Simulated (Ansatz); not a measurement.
# CaI2 monolayer (1T): from the cell to its phonons

Wanted: phonon frequencies of CaI2 monolayer (1T) and what follows from them.

Program: Ansatz 0.2.0. Level of theory: DFT LDA, scalar-relativistic, plane waves, PAW; PAW set soft_1. Results are calculated unless marked as measured.

This is a report of a sequence of runs, with most program output left out.

### Step 1. Set-up

The cell holds 3 atoms: 1 Ca and 2 I. Its edges and angles: a = 4.450 Å, b = 4.450 Å, c = 20.000 Å, α = 90.0°, β = 90.0°, γ = 120.0°. Vacuum lies along c.

### Step 2. Bringing the structure to rest

The cell and atoms are relaxed, since residual forces and stress would shift the frequencies.

The program solves this slab on a cell height of its own, 30.4 Å, in place of the one typed.

Contents of input.yaml:

```yaml
crystal:
  lattice:
    - [4.45, 0.0, 0.0]
    - [-2.225, 3.85381, 0.0]
    - [0.0, 0.0, 20.0]
  atoms:
    - { symbol: Ca, position: [0.0, 0.0, 0.5] }
    - { symbol: I, position: [0.333333, 0.666667, 0.5825] }
    - { symbol: I, position: [0.666667, 0.333333, 0.4175] }
  periodic: [true, true, false]
kpoints:
  mp_grid: { grid: [6, 6, 1] }
hamiltonian:
  xc: lda
  pseudopotentials: { kind: paw, azcp: { folder: soft_1 }, xc_functional: pbe }
scf:
  occupations: { method: gaussian, width: 0.02 }
output:
  forces: true
  stress: true
  eigenvalues: true
  write_density: true
  write_potential: true
  elf: true
  volumetric_format: npy
relax:
  adjacent_minimum: "off"
  f_tol: 0.005
  max_steps: 80
  cell: { stress_2d_tol: 0.02 }
```

Launch:

```bash
$ ansatz run input.yaml --threads 4 --pin off --max-ram 16384MiB --backend cpu --events-out ev --progress --plain --runs-dir out
```

It took 23 s on 4 threads of Arm Neoverse N1, shared host; peak memory 0.71 GiB; 88 s of CPU time.

Step by step:

```csv
step,energy less that of the first step (eV),largest force component (eV/Å),volume (Å³)
1,0.0000,0.1913,521.34
2,-0.0159,0.0908,512.49
3,-0.0206,0.0346,508.36
4,-0.0243,0.0116,497.97
5,-0.0243,0.0010,497.32
6*,-0.0236,0.0010,497.32
```

Relaxation steps marked * repeat the geometry before them on a plane-wave basis chosen anew for their cell, so energy and pressure can jump there.

The run keeps the 12 symmetry operations that it works with, so distortions that break them were not tested.

```csv
cell as run,before,after,change
a (Å),4.450,4.346,-2.3 %
b (Å),4.450,4.346,-2.3 %
```

The atoms that moved most (Å, along periodic axes as changes of fractional coordinates times the final cell, across vacuum about the mean position):

```csv
atom,dx,dy,dz,length
I2,0.000,0.000,0.103,0.103
I3,0.000,0.000,-0.103,0.103
```

Final coordinates:

```
Ca I
1.0
     4.34628    0.00000    0.00000
    -2.17314    3.76398    0.00000
     0.00000    0.00000   30.40000
Ca I
1 2
Direct
  0.00000 0.00000 0.32895
  0.33333 0.66667 0.38661
  0.66667 0.33333 0.27128
```

Numbers from this step:

| Property | Result |
| --- | --- |
| gap on the k-mesh | 3.545 eV |
| direct gap on mesh | 4.279 eV |
| area per atom | 5.453 Å² |

Valence density in the ac plane at fractional y = 0.000, with atoms of Ca within 0.2 Å of it. It is the smooth field of the valence electrons, not physical close to the nuclei.

Values in e/Å³, 24 rows by 14 columns, each cell a mean:
```
0.0 0.0 0.0 0.0 0.0 0.0 0.0 0.0 0.0 0.0 0.0 0.0 0.0 0.0
0.0 0.0 0.0 0.0 0.0 0.0 0.0 0.0 0.0 0.0 0.0 0.0 0.0 0.0
0.0 0.0 0.0 0.0 0.0 0.0 0.0 0.0 0.0 0.0 0.0 0.0 0.0 0.0
0.0 0.0 0.0 0.0 0.0 0.0 0.0 0.0 0.0 0.0 0.0 0.0 0.0 0.0
0.0 0.0 0.0 0.0 0.0 0.0 0.0 0.0 0.0 0.0 0.0 0.0 0.0 0.0
0.0 0.0 0.0 0.0 0.0 0.0 0.0 0.0 0.0 0.0 0.0 0.0 0.0 0.0
0.0 0.0 0.0 0.0 0.0 0.0 0.0 0.0 0.0 0.0 0.0 0.0 0.0 0.0
0.0 0.0 0.0 0.0 0.0 0.0 0.0 0.0 0.0 0.0 0.0 0.0 0.0 0.0
0.0 0.0 0.0 0.0 0.0 0.0 0.0 0.0 0.0 0.0 0.0 0.0 0.0 0.0
0.0 0.0 0.0 0.0 0.0 0.0 0.0 0.0 0.0 0.0 0.0 0.0 0.0 0.0
0.0 0.0 0.0 0.0 0.0 0.0 0.0 0.0 0.0 0.0 0.0 0.0 0.0 0.0
0.0 0.0 0.0 0.0 0.0 0.0 0.0 0.0 0.0 0.0 0.0 0.0 0.0 0.0
0.0 0.0 0.0 0.0 0.0 0.0 0.0 0.0 0.0 0.0 0.0 0.0 0.0 0.0
0.0 0.0 0.0 0.0 0.0 0.0 0.0 0.0 0.0 0.0 0.0 0.0 0.0 0.0
0.0 0.0 0.0 0.1 0.1 0.2 0.2 0.3 0.2 0.2 0.1 0.1 0.0 0.0
2.7 2.0 0.8 0.2 0.1 0.1 0.1 0.1 0.1 0.1 0.1 0.3 1.2 2.3
3.1 2.2 0.9 0.2 0.1 0.1 0.1 0.1 0.1 0.1 0.1 0.4 1.4 2.6
0.0 0.0 0.1 0.1 0.1 0.2 0.2 0.3 0.2 0.2 0.1 0.1 0.0 0.0
0.0 0.0 0.0 0.0 0.0 0.0 0.0 0.1 0.0 0.0 0.0 0.0 0.0 0.0
0.0 0.0 0.0 0.0 0.0 0.0 0.0 0.0 0.0 0.0 0.0 0.0 0.0 0.0
0.0 0.0 0.0 0.0 0.0 0.0 0.0 0.0 0.0 0.0 0.0 0.0 0.0 0.0
0.0 0.0 0.0 0.0 0.0 0.0 0.0 0.0 0.0 0.0 0.0 0.0 0.0 0.0
0.0 0.0 0.0 0.0 0.0 0.0 0.0 0.0 0.0 0.0 0.0 0.0 0.0 0.0
0.0 0.0 0.0 0.0 0.0 0.0 0.0 0.0 0.0 0.0 0.0 0.0 0.0 0.0
```
Columns run along a (4.3 Å), rows up along c (30.4 Å). Atoms in or near the plane, at fractional coordinates: Ca at (0.00, 0.33).

Electrostatic potential energy in the ac plane at fractional y = 0.000, with atoms of Ca within 0.2 Å of it. With pseudopotentials it is smooth inside the atoms' cores, unlike the true potential.

Values in eV, 24 rows by 14 columns, each cell a mean:
```
  0   0   0   0   0   0   0   0   0   0   0   0   0   0
  0   0   0   0   0   0   0   0   0   0   0   0   0   0
  0   0   0   0   0   0   0   0   0   0   0   0   0   0
  0   0   0   0   0   0   0   0   0   0   0   0   0   0
  0   0   0   0   0   0   0   0   0   0   0   0   0   0
  0   0   0   0   0   0   0   0   0   0   0   0   0   0
  0   0   0   0   0   0   0   0   0   0   0   0   0   0
  0   0   0   0   0   0   0   0   0   0   0   0   0   0
  0   0   0   0   0   0   0   0   0   0   0   0   0   0
  0   0   0   0   0   0   0   0   0   0   0   0   0   0
  0   0   0   0   0   0   0   0   0   0   0   0   0   0
  0   0   0   0   0   0   0   0   0   0   0   0   0   0
  0   0   0   0   0   0   0   0   0   0   0   0   0   0
  0   0   0   0   0  -1  -1  -1  -1  -1   0   0   0   0
 -3  -2  -2  -2  -3  -4  -5  -6  -5  -4  -2  -2  -2  -3
-10 -10 -10  -8  -6  -4  -3  -3  -3  -4  -7  -9 -10 -10
-10 -10 -10  -8  -6  -4  -3  -3  -3  -4  -7  -9 -10 -10
 -3  -3  -2  -2  -3  -4  -5  -6  -5  -4  -3  -2  -3  -3
  0   0   0   0  -1  -1  -1  -1  -1  -1   0   0   0   0
  0   0   0   0   0   0   0   0   0   0   0   0   0   0
  0   0   0   0   0   0   0   0   0   0   0   0   0   0
  0   0   0   0   0   0   0   0   0   0   0   0   0   0
  0   0   0   0   0   0   0   0   0   0   0   0   0   0
  0   0   0   0   0   0   0   0   0   0   0   0   0   0
```
Columns run along a (4.3 Å; values clipped at the 3rd and 97th percentile), rows up along c (30.4 Å). Atoms in or near the plane, at fractional coordinates: Ca at (0.00, 0.33).

ELF in the ac plane at fractional y = 0.000, with atoms of Ca within 0.2 Å of it. It is the smooth field of the valence electrons, not physical close to the nuclei.

Values, 24 rows by 14 columns, each cell a mean:
```
0.00 0.00 0.00 0.00 0.00 0.00 0.00 0.00 0.00 0.00 0.00 0.00 0.00 0.00
0.00 0.00 0.00 0.00 0.00 0.00 0.00 0.00 0.00 0.00 0.00 0.00 0.00 0.00
0.00 0.00 0.00 0.00 0.00 0.00 0.00 0.00 0.00 0.00 0.00 0.00 0.00 0.00
0.00 0.00 0.00 0.00 0.00 0.00 0.00 0.00 0.00 0.00 0.00 0.00 0.00 0.00
0.00 0.00 0.00 0.00 0.00 0.00 0.00 0.00 0.00 0.00 0.00 0.00 0.00 0.00
0.00 0.00 0.00 0.00 0.00 0.00 0.00 0.00 0.00 0.00 0.00 0.00 0.00 0.00
0.00 0.00 0.00 0.00 0.00 0.00 0.00 0.00 0.00 0.00 0.00 0.00 0.00 0.00
0.00 0.00 0.00 0.00 0.00 0.00 0.00 0.00 0.00 0.00 0.00 0.00 0.00 0.00
0.00 0.00 0.00 0.00 0.00 0.00 0.00 0.00 0.00 0.00 0.00 0.00 0.00 0.00
0.00 0.00 0.00 0.00 0.00 0.00 0.00 0.00 0.00 0.00 0.00 0.00 0.00 0.00
0.00 0.00 0.00 0.00 0.00 0.00 0.00 0.00 0.00 0.00 0.00 0.00 0.00 0.00
0.00 0.00 0.00 0.00 0.00 0.00 0.00 0.00 0.00 0.00 0.00 0.00 0.00 0.00
0.00 0.00 0.00 0.00 0.01 0.03 0.04 0.05 0.04 0.02 0.01 0.00 0.00 0.00
0.01 0.01 0.04 0.12 0.26 0.40 0.47 0.49 0.45 0.35 0.21 0.08 0.02 0.01
0.02 0.04 0.15 0.40 0.63 0.73 0.75 0.75 0.75 0.71 0.56 0.30 0.09 0.03
0.62 0.59 0.44 0.21 0.21 0.38 0.46 0.48 0.44 0.32 0.18 0.28 0.51 0.61
0.66 0.63 0.48 0.22 0.19 0.34 0.43 0.44 0.41 0.29 0.16 0.31 0.55 0.65
0.02 0.04 0.14 0.39 0.64 0.73 0.75 0.75 0.75 0.71 0.56 0.29 0.09 0.03
0.01 0.01 0.04 0.14 0.29 0.42 0.49 0.51 0.48 0.38 0.23 0.09 0.03 0.01
0.00 0.00 0.00 0.01 0.02 0.03 0.05 0.05 0.05 0.03 0.01 0.00 0.00 0.00
0.00 0.00 0.00 0.00 0.00 0.00 0.00 0.00 0.00 0.00 0.00 0.00 0.00 0.00
0.00 0.00 0.00 0.00 0.00 0.00 0.00 0.00 0.00 0.00 0.00 0.00 0.00 0.00
0.00 0.00 0.00 0.00 0.00 0.00 0.00 0.00 0.00 0.00 0.00 0.00 0.00 0.00
0.00 0.00 0.00 0.00 0.00 0.00 0.00 0.00 0.00 0.00 0.00 0.00 0.00 0.00
```
Columns run along a (4.3 Å), rows up along c (30.4 Å). Atoms in or near the plane, at fractional coordinates: Ca at (0.00, 0.33).

### Step 3. Tight relaxation

Phonons need a cell at rest on their own settings, so the relaxation is repeated with tight tolerances on forces and stress on the k mesh and occupations of the first response run.

input.yaml, the sections that differ from step 2:

```yaml
crystal:
  lattice:
    - [4.346275155, 0.0, 0.0]
    - [-2.1731375775, 3.763984696, 0.0]
    - [0.0, 0.0, 30.4]
  atoms:
    - { symbol: Ca, position: [0.0, 0.0, 0.3289473684] }
    - { symbol: I, position: [0.3333333333, 0.6666666667, 0.3866144174] }
    - { symbol: I, position: [0.6666666667, 0.3333333333, 0.2712803195] }
  periodic: [true, true, false]
scf:
  occupations: { method: fixed }
relax:
  adjacent_minimum: "off"
  f_tol: 0.001
  max_steps: 60
  cell: { stress_2d_tol: 0.002 }
# kpoints, hamiltonian, output: as in step 2
```

Wall time 13 s (4 threads); peak memory 0.71 GiB.

Little changed from the start: no atom moved by 0.005 Å and no cell edge by 0.1 %.

Valence density in the ac plane at fractional y = 0.333, with atoms of I within 0.2 Å of it. It is the smooth field of the valence electrons, not physical close to the nuclei.

Values in units of 1e0 e/Å³, 24 rows by 14 columns, each cell a mean:
```
0.0 0.0 0.0 0.0 0.0 0.0 0.0 0.0 0.0 0.0 0.0 0.0 0.0 0.0
0.0 0.0 0.0 0.0 0.0 0.0 0.0 0.0 0.0 0.0 0.0 0.0 0.0 0.0
0.0 0.0 0.0 0.0 0.0 0.0 0.0 0.0 0.0 0.0 0.0 0.0 0.0 0.0
0.0 0.0 0.0 0.0 0.0 0.0 0.0 0.0 0.0 0.0 0.0 0.0 0.0 0.0
0.0 0.0 0.0 0.0 0.0 0.0 0.0 0.0 0.0 0.0 0.0 0.0 0.0 0.0
0.0 0.0 0.0 0.0 0.0 0.0 0.0 0.0 0.0 0.0 0.0 0.0 0.0 0.0
0.0 0.0 0.0 0.0 0.0 0.0 0.0 0.0 0.0 0.0 0.0 0.0 0.0 0.0
0.0 0.0 0.0 0.0 0.0 0.0 0.0 0.0 0.0 0.0 0.0 0.0 0.0 0.0
0.0 0.0 0.0 0.0 0.0 0.0 0.0 0.0 0.0 0.0 0.0 0.0 0.0 0.0
0.0 0.0 0.0 0.0 0.0 0.0 0.0 0.0 0.0 0.0 0.0 0.0 0.0 0.0
0.0 0.0 0.0 0.0 0.0 0.0 0.0 0.0 0.0 0.0 0.0 0.0 0.0 0.0
0.0 0.0 0.0 0.0 0.0 0.0 0.0 0.0 0.0 0.0 0.0 0.0 0.0 0.0
0.0 0.0 0.0 0.0 0.0 0.0 0.0 0.0 0.0 0.0 0.0 0.0 0.0 0.0
0.0 0.0 0.0 0.0 0.0 0.0 0.0 0.0 0.0 0.0 0.0 0.0 0.0 0.0
0.2 0.2 0.3 0.3 0.2 0.1 0.1 0.0 0.0 0.0 0.0 0.0 0.1 0.1
0.1 0.2 0.2 0.2 0.1 0.1 0.1 0.0 0.0 0.0 0.0 0.0 0.1 0.1
0.1 0.1 0.1 0.1 0.1 0.1 0.2 0.4 0.7 1.1 0.8 0.5 0.3 0.2
0.1 0.1 0.0 0.1 0.1 0.3 0.6 2.3 6.8 9.9 8.2 3.4 0.8 0.4
0.0 0.0 0.0 0.0 0.0 0.1 0.1 0.2 0.3 0.3 0.3 0.2 0.1 0.1
0.0 0.0 0.0 0.0 0.0 0.0 0.0 0.0 0.0 0.0 0.0 0.0 0.0 0.0
0.0 0.0 0.0 0.0 0.0 0.0 0.0 0.0 0.0 0.0 0.0 0.0 0.0 0.0
0.0 0.0 0.0 0.0 0.0 0.0 0.0 0.0 0.0 0.0 0.0 0.0 0.0 0.0
0.0 0.0 0.0 0.0 0.0 0.0 0.0 0.0 0.0 0.0 0.0 0.0 0.0 0.0
0.0 0.0 0.0 0.0 0.0 0.0 0.0 0.0 0.0 0.0 0.0 0.0 0.0 0.0
```
Columns run along a (4.3 Å), rows up along c (30.4 Å). Atoms in or near the plane, at fractional coordinates: I at (0.67, 0.27).

Electrostatic potential energy in the ac plane at fractional y = 0.333, with atoms of I within 0.2 Å of it. With pseudopotentials it is smooth inside the atoms' cores, unlike the true potential.

Ten even steps from '0' (-11 eV) to '9' (0 eV), each cell a mean:
```
99999999999999
99999999999999
99999999999999
99999999999999
99999999999999
99999999999999
99999999999999
99999999999999
99999999999999
99999999999999
99999999999999
99999999999999
99999999999999
99999999999999
64345789999987
54335678888876
54445543322345
78887400020002
99999876545578
99999999999999
99999999999999
99999999999999
99999999999999
99999999999999
```
Columns run along a (4.3 Å; values clipped at the 3rd and 97th percentile), rows up along c (30.4 Å). Atoms in or near the plane, at fractional coordinates: I at (0.67, 0.27).

ELF in the ac plane at fractional y = 0.333, with atoms of I within 0.2 Å of it. It is the smooth field of the valence electrons, not physical close to the nuclei.

Ten even steps from '_' (0.00) to '@' (0.77), each cell a mean:
```
____________________________
____________________________
____________________________
____________________________
____________________________
____________________________
____________________________
____________________________
____________________________
____________________________
____________________________
____________________________
____________________________
==++****++--..__________..::
@@@@@@@@@@##==..______..--**
--========--::............::
::..____::==##############++
%%--__::**@@@@**======++%%@@
--..____::**%%@@@@@@@@@@%%##
____________..::::::::::..__
____________________________
____________________________
____________________________
____________________________
```
Columns run along a (4.3 Å), rows up along c (30.4 Å). Atoms in or near the plane, at fractional coordinates: I at (0.67, 0.27).

The largest force component left is 0.26 meV/Å, within the tolerances set.

### Step 4. Zone-centre response

The zone centre comes first: it holds the modes that light can see, as far as symmetry allows. The response to a homogeneous field gives the Born charges and the dielectric tensor, and its change with displacement the Raman tensors.

input.yaml, the sections that differ from step 3:

```yaml
crystal:
  lattice:
    - [4.3461027275, 0.0, 0.0]
    - [-2.1730513637, 3.7638353694, 0.0]
    - [0.0, 0.0, 30.4]
  atoms:
    - { symbol: Ca, position: [0.0, 0.0, 0.3289473684] }
    - { symbol: I, position: [0.3333333333, 0.6666666667, 0.3866063898] }
    - { symbol: I, position: [0.6666666667, 0.3333333333, 0.2712883471] }
  periodic: [true, true, false]
output:
  eigenvalues: true
phonons:
  method: dfpt
  dielectric: true
  raman: true
# kpoints, hamiltonian, scf: as in step 3
# relax: removed
```

It took 7.8 min on 4 threads; peak memory 3 GiB.

Numbers from this step:

- sum-rule residual before enforcement: 8.32e-5 eV/Å²
- miss of the charge sum rule: 0.002113 e
- estimated error of the dielectric tensor: 0.003865
- estimated error of the Born charges: 0.01874 e
- point group: -3m
- highest optical mode at the zone centre (no LO-TO term): 234.8 cm⁻¹
- lowest optical zone-centre mode: 71.48 cm⁻¹
- largest Born charge (third of the trace): 1.752 e

Without the LO-TO term. Patterns of degenerate modes are one choice out of their space. The modes at Γ (shares of kinetic energy by element, %):

```csv
mode,frequency (cm⁻¹),symmetry,Ca %,I %
1,0.0,acoustic,14,86
2,0.0,acoustic,14,86
3,0.0,acoustic,14,86
4,71.5,Eg,0,100
5,71.5,Eg,0,100
6,92.1,A1g,0,100
7,166.9,Eu,86,14
8,166.9,Eu,86,14
9,234.8,A2u,86,14
```

Displacements in mode 4 (71.5 cm⁻¹), the largest set to 1:
```
Ca1  0.00  0.00  0.00
I2   1.00  0.09  0.00
I3  -1.00 -0.09  0.00
```

Displacements in mode 9 (234.8 cm⁻¹), the largest set to 1:
```
Ca1  0.00  0.00  1.00
I2   0.00  0.00 -0.16
I3   0.00  0.00 -0.16
```

High-frequency dielectric tensor, averaged over the cell of height 30.4 Å or as lengthened by the program, vacuum included. Tensor:

```csv
,x,y,z
x,1.707,0,0
y,0,1.707,0
z,0,0,1.17
```

Born charge (rows field, columns displacement) (e), principal values of the symmetric part by kind of site:

```csv
atom,atoms with these values,low,middle,high,mean
Ca1,1,0.41,2.42,2.42,1.75
I2,2,-1.21,-1.21,-0.21,-0.88
```

In full for Ca1:

```
2.42 0.00 0.00
0.00 2.42 0.00
0.00 0.00 0.41
```

Transverse modes. Infrared lines, with heights relative to the strongest:

```csv
position (cm⁻¹),label,relative intensity
72,Eg,0.0
92,A1g,0.0
167,Eu,100
235,A2u,1.4
```

Activity x (w_L - w)^4 (n + 1)/w, 532 nm, 300 K. Lines of the Raman spectrum (strongest = 100):

```csv
position (cm⁻¹),label,relative intensity
72,Eg,100
92,A1g,60
167,Eu,0.0
235,A2u,0.0
```

Before it was imposed, the acoustic sum rule was missed by 8.3e-5 eV/Å² and the charge sum rule by 0.0021 e. Small misses are needed for a sound result but don't prove that mesh and cutoff are converged. The lowest optical mode is real, 71.5 cm⁻¹.

(Continued in part 2 of 2.)

[Logs are printed without paths, hosts, clocks, repeated set-up lines and the standing remarks that a program may print on its own settings, such as how far it seeks lower states.]

[Hosts, paths, dates, database ids (printed as entryN), source tags and the programs' standing remarks are cut or masked in the printed files.]
